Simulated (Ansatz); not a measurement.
## SiO2 (I-42d): the G0W0 gap against the k mesh

Wanted: mesh convergence of the gap correction in SiO2 (I-42d).

Main program and level: Ansatz 0.2.0; G0W0 on LDA, plane waves, PAW; PAW set soft_1.

Most raw output is cut from this account.

## (1) The starting structure

Symmetry: I-42d, No. 122, tetragonal system. Conventional cell: a = 4.748 Å, b = 4.748 Å, c = 7.488 Å, α = 90.00°, β = 90.00°, γ = 90.00°. Nearest to Si lie 4 O at 1.62 Å. Nearest to O lie 2 Si at 1.62 Å. Farther neighbours and most contacts between anions are not listed.

Structure file:

```cif
data_structure
_symmetry_space_group_name_H-M 'P 1'
_symmetry_Int_Tables_number 1
_cell_length_a 5.0289
_cell_length_b 5.0289
_cell_length_c 5.0289
_cell_angle_alpha 123.661
_cell_angle_beta 123.661
_cell_angle_gamma 83.768
_cell_volume 84.41
loop_
_atom_site_label
_atom_site_type_symbol
_atom_site_fract_x
_atom_site_fract_y
_atom_site_fract_z
_atom_site_occupancy
Si1 Si 0.00000 0.00000 0.00000 1
Si2 Si 0.75000 0.25000 0.50000 1
O3 O 0.99838 0.62500 0.87338 1
O4 O 0.37500 0.24838 0.37338 1
O5 O 0.75162 0.12500 0.12662 1
O6 O 0.87500 0.00162 0.62662 1
```

The cell and positions come from the Crystallography Open Database and are kept as given unless a step says otherwise.

## (2) The 2×2×2 mesh

G0W0 replaces the xc potential by the self-energy, built once from these orbitals. Only a window of levels is corrected, while the sums run over the empty bands that the input names. This step takes PAW set soft_1 files.

Input file input.yaml:

```yaml
crystal:
  lattice:
    - [-2.37405, 2.37405, 3.744]
    - [2.37405, -2.37405, 3.744]
    - [2.37405, 2.37405, -3.744]
  atoms:
    - { symbol: Si, position: [0.0, 0.0, 0.0] }
    - { symbol: Si, position: [0.75, 0.25, 0.5] }
    - { symbol: O, position: [0.99838, 0.625, 0.87338] }
    - { symbol: O, position: [0.375, 0.24838, 0.37338] }
    - { symbol: O, position: [0.75162, 0.125, 0.12662] }
    - { symbol: O, position: [0.875, 0.00162, 0.62662] }
kpoints:
  mp_grid: { grid: [2, 2, 2] }
hamiltonian:
  xc: lda
  pseudopotentials: { kind: paw, azcp: { folder: soft_1 }, xc_functional: pbe }
scf:
  occupations: { method: fixed }
gw:
  n_empty_bands: 191
  ecut_chi: 100
  qp_bands: [v2, c2]
  qp_kpoints: band_edges
  screening: { model: contour_deformation }
```

On the command line:

```
> ansatz run input.yaml --threads 3 --pin off --max-ram 92160MiB --backend cuda --events-out ev --progress --plain --runs-dir out --devices 1 --max-vram 13GiB
```

Wall time 7.3 s (1 × NVIDIA H100 80GB HBM3 (shared by 6 runs) with 3 threads of AMD EPYC 7R13 (Zen 3), shared host); peak memory 1 GiB; 5.3 s of CPU time.

This step gave:

* bands summed: 207
* RPA ε∞ on this mesh (eigenvalues): 2.289, 2.289, 2.373
* plane waves in the screening matrix: 179
* q-points in the mesh: 8
* G0W0 gap on the mesh: 8.923 eV
* k of the valence top: 0, 0, 0
* k of the conduction bottom: 0, 0, 0
* starting gap on the mesh: 5.819 eV
* Z at the valence top: 0.8030
* Z at the conduction bottom: 0.8642
* least direct G0W0 gap on the computed points: 8.923 eV

The gap on the mesh goes from 5.82 eV to 8.92 eV, a correction of +3.10 eV. Between the two edge states, bare exchange in place of the xc potential would open the gap by 10.86 eV, and correlation takes back 7.76 eV.

## (3) The 4×4×4 mesh

Only the mesh changes. It samples the long-range screening, which converges on its own terms.

Edit input.yaml of step 2 so:

```diff
@@ -13,3 +13,3 @@
 kpoints:
-  mp_grid: { grid: [2, 2, 2] }
+  mp_grid: { grid: [4, 4, 4] }
 hamiltonian:
```

Wall time 11 s (1 × NVIDIA H100 80GB HBM3 (shared by 6 runs) with 3 threads); peak memory 1.2 GiB; 10 s of CPU time.

Numbers from this step:

```
bands summed                                 : 207
RPA ε∞ on this mesh (eigenvalues)            : 2.260, 2.260, 2.323
plane waves in the screening matrix          : 179
q-points in the mesh                         : 64
G0W0 gap on the mesh                         : 8.885 eV
k of the valence top                         : 0, 0, 0
k of the conduction bottom                   : 0, 0, 0
starting gap on the mesh                     : 5.822 eV
Z at the valence top                         : 0.8045
Z at the conduction bottom                   : 0.8690
least direct G0W0 gap on the computed points : 8.885 eV
```

Against the run with 2×2×2 mesh, 191 empty bands, screening to 100 eV, PAW set soft_1 files, the gap moves by −0.04 eV.

## (4) The 6×6×6 mesh

Edit input.yaml of step 3 so:

```diff
@@ -13,3 +13,3 @@
 kpoints:
-  mp_grid: { grid: [4, 4, 4] }
+  mp_grid: { grid: [6, 6, 6] }
 hamiltonian:
```

Elapsed: 52 s, on 1 × NVIDIA H100 80GB HBM3 (shared by 6 runs) with 3 threads; peak memory 1.4 GiB.

Numbers from this step:

| Property | Result |
| --- | --- |
| bands summed | 207 |
| RPA ε∞ on this mesh (eigenvalues) | 2.260, 2.260, 2.322 |
| plane waves in the screening matrix | 179 |
| G0W0 gap on the mesh | 8.879 eV |
| k of the valence top | 0, 0, 0 |
| k of the conduction bottom | 0, 0, 0 |
| starting gap on the mesh | 5.822 eV |
| least direct G0W0 gap on the computed points | 8.879 eV |

Against the run with 4×4×4 mesh, 191 empty bands, screening to 100 eV, PAW set soft_1 files, the gap moves by −0.006 eV.

## (5) The 8×8×8 mesh

Edit input.yaml of step 4 so:

```diff
@@ -13,3 +13,3 @@
 kpoints:
-  mp_grid: { grid: [6, 6, 6] }
+  mp_grid: { grid: [8, 8, 8] }
 hamiltonian:
```

Wall time 4 min (1 × NVIDIA H100 80GB HBM3 (shared by 6 runs) with 3 threads); peak memory 1.9 GiB.

Numbers from this step:

| Quantity | Value |
| --- | --- |
| bands summed | 207 |
| RPA ε∞ on this mesh (eigenvalues) | 2.260, 2.260, 2.322 |
| plane waves in the screening matrix | 179 |
| G0W0 gap on the mesh | 8.878 eV |
| k of the valence top | 0, 0, 0 |
| k of the conduction bottom | 0, 0, 0 |
| starting gap on the mesh | 5.822 eV |
| least direct G0W0 gap on the computed points | 8.878 eV |

Against the run with 6×6×6 mesh, 191 empty bands, screening to 100 eV, PAW set soft_1 files, the gap moves by −0.001 eV.

## (6) The meshes together

Times are wall times on 1 × NVIDIA H100 80GB HBM3 (shared by 6 runs) with 3 threads of AMD EPYC 7R13 (Zen 3), shared host, good to a factor of about two.

| mesh | points | irreducible | start (eV) | G0W0 (eV) | shift (eV) | RPA ε∞ (mean) | time |
| --- | --- | --- | --- | --- | --- | --- | --- |
| 2×2×2 | 8 | 4 | 5.819 | 8.923 | +3.104 | 2.32 | 7.3 s |
| 4×4×4 | 64 | 13 | 5.822 | 8.885 | +3.063 | 2.28 | 11 s |
| 6×6×6 | 216 | 30 | 5.822 | 8.879 | +3.057 | 2.28 | 52 s |
| 8×8×8 | 512 | 59 | 5.822 | 8.878 | +3.056 | 2.28 | 4 min |

## (7) Outcome

```
2×2×2    : 8.923 eV (shift +3.104)
4×4×4    : 8.885 eV (shift +3.063)
6×6×6    : 8.879 eV (shift +3.057)
8×8×8    : 8.878 eV (shift +3.056)
settings : LDA start, 191 empty bands, 100 eV
```

What this shows: The shift is +3.10 eV on 2×2×2 and +3.06 eV on 8×8×8; the last step moves it by −0.001 eV. The RPA ε∞ (mean) ranges from 2.28 to 2.32 and ends at 2.28. From 8 to 512 points the time grows 33-fold. Bands and cutoff are modest here, so the values stand off the basis limit.

[Paths, hosts, dates, memory and timing lines, banners, echoed tables and standing remarks are left out of the program output.]

[Logs are printed without paths, hosts, clocks, repeated set-up lines and the standing remarks that a program may print on its own settings, such as how far it seeks lower states.]

[Runs of the session that timed out or met a known fault of the program may be left out.]

[Cells called generated may have been cut or substituted from an entry of the Crystallography Open Database or the Materials Project.]

[Hosts, paths, dates, database ids (printed as entryN), source tags and the programs' standing remarks are cut or masked in the printed files.]
